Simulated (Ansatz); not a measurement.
# CH3 on Mg(0001), ontop start, 2x2 cell: photoemission fingerprints

Aim: how the adsorbate changes the work function, the valence spectrum and the core levels in CH3 on Mg(0001), ontop start, 2x2 cell.

Calculated with Ansatz 0.2.0; DFT, PBE, plane-wave PAW, default files, scalar-relativistic.

Report form: the programs' logs are mostly left out.

### 1. The starting structure

The cell holds 4 atoms: 4 Mg. Cell: a = 3.190 Å, b = 3.190 Å, c = 22.785 Å, α = 90.0°, β = 90.0°, γ = 60.0°. It derives from Mg. Vacuum lies along c.

As a file:

```cif
data_structure
_symmetry_space_group_name_H-M 'P 1'
_symmetry_Int_Tables_number 1
_cell_length_a 3.1900
_cell_length_b 3.1900
_cell_length_c 22.7850
_cell_angle_alpha 90.000
_cell_angle_beta 90.000
_cell_angle_gamma 60.000
_cell_volume 200.80
loop_
_atom_site_label
_atom_site_type_symbol
_atom_site_fract_x
_atom_site_fract_y
_atom_site_fract_z
_atom_site_occupancy
Mg1 Mg 0.00000 0.00000 0.67084 1
Mg2 Mg 0.66667 0.66667 0.55695 1
Mg3 Mg 0.00000 0.00000 0.44305 1
Mg4 Mg 0.66667 0.66667 0.32916 1
```

### 2. The clean face

The clean face is the reference for what the added atoms change.

File input.yaml:

```yaml
crystal:
  lattice:
    - [3.19, 0.0, 0.0]
    - [1.595, 2.7626210381, 0.0]
    - [0.0, 0.0, 22.785]
  atoms:
    - { symbol: Mg, position: [0.0, 0.0, 0.670836076] }
    - { symbol: Mg, position: [0.666666667, 0.666666667, 0.556945359] }
    - { symbol: Mg, position: [0.0, 0.0, 0.443054641] }
    - { symbol: Mg, position: [0.666666667, 0.666666667, 0.329163924] }
kpoints:
  mp_grid: { grid: [18, 18, 1] }
scf:
  occupations: { method: fermi_dirac, width: 0.05 }
  n_extra_bands: 12
hamiltonian:
  xc: pbe
  pseudopotentials: { kind: paw }
output:
  forces: true
  write_potential: true
  volumetric_format: []
  dos:
    projected: true
    de: 0.05
    e_range: [-30, 12]
    method: { smearing: { sigma: 0.1, scheme: gaussian } }
efield:
  axis: 3
  dipole_correction: true
relax:
  f_tol: 0.03
  max_steps: 50
  constraints: [{ sites: [2, 3] }]
```

Started as:

```console
$ ansatz run input.yaml --threads 8 --pin off --max-ram 20480MiB --backend cpu --events-out ev --progress --plain --runs-dir out
```

Run time: 3.9 s. Hardware: 8 threads of Arm Neoverse V2, shared host; peak memory 0.69 GiB.

Relaxation path:

| step | energy less that of the first step (eV) | largest force component (eV/Å) |
| --- | --- | --- |
| 1 | 0.0000 | 0.0497 |
| 2 | -0.0009 | 0.0137 |

The run keeps the 6 symmetry operations that it works with, so distortions that break them were not tested.

The atoms that moved most (Å):

| atom | dx | dy | dz | length |
| --- | --- | --- | --- | --- |
| Mg1 | 0.000 | 0.000 | 0.030 | 0.030 |

Final coordinates:

```xyz
4
Lattice="3.1900 0.0000 0.0000 1.5950 2.7626 0.0000 0.0000 0.0000 22.7850" Properties=species:S:1:pos:R:3
Mg    0.0000    0.0000   15.3150
Mg    3.1900    1.8417   12.6932
Mg    0.0000    0.0000   10.0950
Mg    3.1900    1.8417    7.5000
```

Numbers from this step:

- free energy: -7694.6103 eV
- energy at zero smearing: -7694.6021 eV
- smearing term TS: 0.01646 eV
- Fermi energy: 0.5929 eV
- symmetry operations: 6
- zero of energy: Fermi level
- share of occupied states in no projected shell: 0.2668 of the occupied states in the window
- DOS at the Fermi level: 2.031 states/eV/cell
- work function, upper face: 3.757 eV
- work function, lower face: 3.760 eV

Maxima picked by a test of local sharpness, so broad peaks and shoulders can be missing; peaks within 0.45 eV of a curve's cut are left out. Valence peaks, by row:

| photon energy (eV) | binding energy (eV) | height (% of the maximum within 13 eV) | main shell | its share (%) |
| --- | --- | --- | --- | --- |
| 21.2 | 2.15 | 100 | Mg 3s | 95.43 |
| 100 | 2.1 | 100 | Mg 3s | 88.87 |
| 100 | 1.1 | 99.77 | Mg 3s | 71.45 |
| 1487 | 2.15 | 100 | Mg 3s | 98.68 |
| 5415 | 3.55 | 83.38 | Mg 3s | 99.87 |
| 5415 | 2.15 | 100 | Mg 3s | 99.65 |
| 8048 | 3.55 | 83.44 | Mg 3s | 99.92 |
| 8048 | 2.15 | 100 | Mg 3s | 99.76 |

From the Fermi level. Table of planar mean, electrostatic potential by z:

| z (Å) | planar mean, electrostatic potential (eV) |
| --- | --- |
| 0.0 | 3.76 |
| 0.5 | 3.76 |
| 1.0 | 3.76 |
| 1.5 | 3.76 |
| 2.0 | 3.76 |
| 2.5 | 3.76 |
| 3.0 | 3.76 |
| 3.5 | 3.76 |
| 4.0 | 3.75 |
| 4.5 | 3.71 |
| 5.0 | 3.61 |
| 5.5 | 3.31 |
| 6.0 | 2.47 |
| 6.5 | 0.284 |
| 7.0 | -5.27 |
| 7.5 | -11.7 |
| 8.0 | -5.12 |
| 8.5 | 0.186 |
| 9.0 | 0.584 |
| 9.5 | -3.55 |
| 10.0 | -11.4 |
| 10.5 | -6.86 |
| 11.0 | -0.309 |
| 11.5 | 0.865 |
| 12.0 | -2.20 |
| 12.5 | -10.4 |
| 13.0 | -8.68 |
| 13.5 | -1.04 |
| 14.0 | 0.994 |
| 14.5 | -0.962 |
| 15.0 | -8.52 |
| 15.5 | -10.6 |
| 16.0 | -2.49 |
| 16.5 | 1.33 |
| 17.0 | 2.88 |
| 17.5 | 3.46 |
| 18.0 | 3.66 |
| 18.5 | 3.73 |
| 19.0 | 3.75 |
| 19.5 | 3.75 |
| 20.0 | 3.76 |
| 20.5 | 3.76 |
| 21.0 | 3.76 |
| 21.5 | 3.76 |
| 22.0 | 3.76 |
| 22.5 | 3.76 |

Recipe: projected DOS times atomic cross section and asymmetry factor (unpolarised light, 90° from the beam), occupied states only, Fermi edge at 300 K, a Lorentzian width of 0.2 eV growing by 0.08 eV per eV of binding energy, and a resolution of 0.45 eV. Each atom is damped by exp[−depth/(λ cos θ)], θ = 0° from the normal, λ from the universal curve. Curves are cut 10 eV under the photon energy, above any shell that the free atom's threshold puts out of reach, or at the lower edge of the window: 8.3 eV at 21.2 eV, 8.3 eV at 100 eV, 8.3 eV at 1486.7 eV, 8.3 eV at 5414.7 eV and 8.3 eV at 8047.8 eV. Matrix elements of the solid and inelastic losses aren't modelled, nor non-dipole terms, which matter above 3 keV.

How the area divides among the shells (%):

| shell | 21.2 eV | 100 eV | 1486.7 eV | 5414.7 eV | 8047.8 eV |
| --- | --- | --- | --- | --- | --- |
| Mg 3s | 93.1 | 84.3 | 98.0 | 99.5 | 99.6 |
| Mg 3p* | 6.9 | 15.7 | 2.0 | 0.5 | 0.4 |

At the Fermi level the DOS is 2.03 states/eV a cell.

### 3. Relaxation

System of this step: Mg16H3C. The cell holds 20 atoms: 3 H, 1 C and 16 Mg. Cell: a = 6.380 Å, b = 6.380 Å, c = 25.195 Å, α = 90.0°, β = 90.0°, γ = 60.0°. It derives from Mg. How the cell was made: adsorbate; added: CH3; site: ontop; coverage 0.25 monolayer; cell: 2x2; on one face. Regions: ad, 4 atoms (3 H and 1 C); L1, 4 atoms (4 Mg); L2, 4 atoms (4 Mg); L3, 4 atoms (4 Mg); rest, 4 atoms (4 Mg). Vacuum lies along c.

Levels and vacuum steps follow bond lengths, so the atoms are relaxed first. 8 atoms are held to stand for the bulk. A dipole correction cancels the field between unlike faces.

File input.yaml:

```yaml
crystal:
  lattice:
    - [6.38, 0.0, 0.0]
    - [3.19, 5.5252420761, 0.0]
    - [0.0, 0.0, 25.195]
  atoms:
    - { symbol: H, position: [0.161986398, 0.0, 0.702321889] }
    - { symbol: H, position: [0.842373591, 0.161078915, 0.702321889] }
    - { symbol: H, position: [0.002883779, 0.838921085, 0.702321889] }
    - { symbol: C, position: [0.000234105, 0.0, 0.68803334] }
    - { symbol: Mg, position: [0.0, 0.0, 0.60666799] }
    - { symbol: Mg, position: [0.5, 0.0, 0.60666799] }
    - { symbol: Mg, position: [0.0, 0.5, 0.60666799] }
    - { symbol: Mg, position: [0.5, 0.5, 0.60666799] }
    - { symbol: Mg, position: [0.833333333, 0.333333333, 0.503671363] }
    - { symbol: Mg, position: [0.333333333, 0.333333333, 0.503671363] }
    - { symbol: Mg, position: [0.833333333, 0.833333333, 0.503671363] }
    - { symbol: Mg, position: [0.333333333, 0.833333333, 0.503671363] }
    - { symbol: Mg, position: [0.0, 0.0, 0.400674737] }
    - { symbol: Mg, position: [0.5, 0.0, 0.400674737] }
    - { symbol: Mg, position: [0.0, 0.5, 0.400674737] }
    - { symbol: Mg, position: [0.5, 0.5, 0.400674737] }
    - { symbol: Mg, position: [0.833333333, 0.333333333, 0.297678111] }
    - { symbol: Mg, position: [0.333333333, 0.333333333, 0.297678111] }
    - { symbol: Mg, position: [0.833333333, 0.833333333, 0.297678111] }
    - { symbol: Mg, position: [0.333333333, 0.833333333, 0.297678111] }
kpoints:
  mp_grid: { grid: [6, 6, 1] }
scf:
  occupations: { method: fermi_dirac, width: 0.05 }
  n_extra_bands: 16
hamiltonian:
  xc: pbe
  pseudopotentials: { kind: paw }
output:
  forces: true
  write_potential: true
  volumetric_format: []
efield:
  axis: 3
  dipole_correction: true
relax:
  f_tol: 0.03
  max_steps: 45
  constraints: [{ sites: [12, 13, 14, 15, 16, 17, 18, 19] }]
```

The job ended after 98 s (8 threads; peak memory 3.7 GiB; 13 min of CPU time).

The steps of the relaxation:

| step | energy less that of the first step (eV) | largest force component (eV/Å) |
| --- | --- | --- |
| 1 | 0.0000 | 0.9902 |
| 2 | -0.1237 | 0.3393 |
| 3 | -0.1617 | 0.0675 |
| 4 | -0.1664 | 0.0570 |
| 5 | -0.1683 | 0.0439 |
| 6 | -0.1687 | 0.0159 |
| 7 | -0.1687 | 0.0163 |

The atoms that moved most (Å):

| atom | dx | dy | dz | length |
| --- | --- | --- | --- | --- |
| H2 | -0.095 | -0.049 | 0.508 | 0.519 |
| H3 | 0.080 | -0.047 | 0.508 | 0.517 |
| H1 | 0.004 | 0.100 | 0.503 | 0.513 |
| C4 | 0.009 | 0.001 | 0.484 | 0.484 |
| Mg5 | 0.000 | 0.000 | 0.361 | 0.361 |
| Mg10 | 0.000 | 0.000 | -0.044 | 0.044 |
| Mg12 | -0.016 | 0.010 | 0.035 | 0.040 |
| Mg9 | 0.000 | -0.019 | 0.034 | 0.039 |

This step gave:

* free energy: -31076.9529 eV
* energy at zero smearing: -31076.9255 eV
* smearing term TS: 0.05482 eV
* Fermi energy: 0.1358 eV
* symmetry operations: 1
* work function, upper face: 4.498 eV
* work function, lower face: 3.728 eV

The relaxation ends 8.4 meV an atom lower, with a largest force component of 0.016 eV/Å on the free atoms. Between step 2 and this run (20 atoms) the value for the work function, upper face moves from 3.76 eV to 4.50 eV (+20 %).

(Part 1 of 3 ends here.)

[Logs are printed without paths, hosts, clocks, repeated set-up lines and the standing remarks that a program may print on its own settings, such as how far it seeks lower states.]

[Hosts, paths, dates, database ids (printed as entryN), source tags and the programs' standing remarks are cut or masked in the printed files.]

[Maps of the electrostatic potential energy from Ansatz leave out the sawtooth potential of an applied field or a dipole correction, so their vacuum need not be flat; work functions include it.]
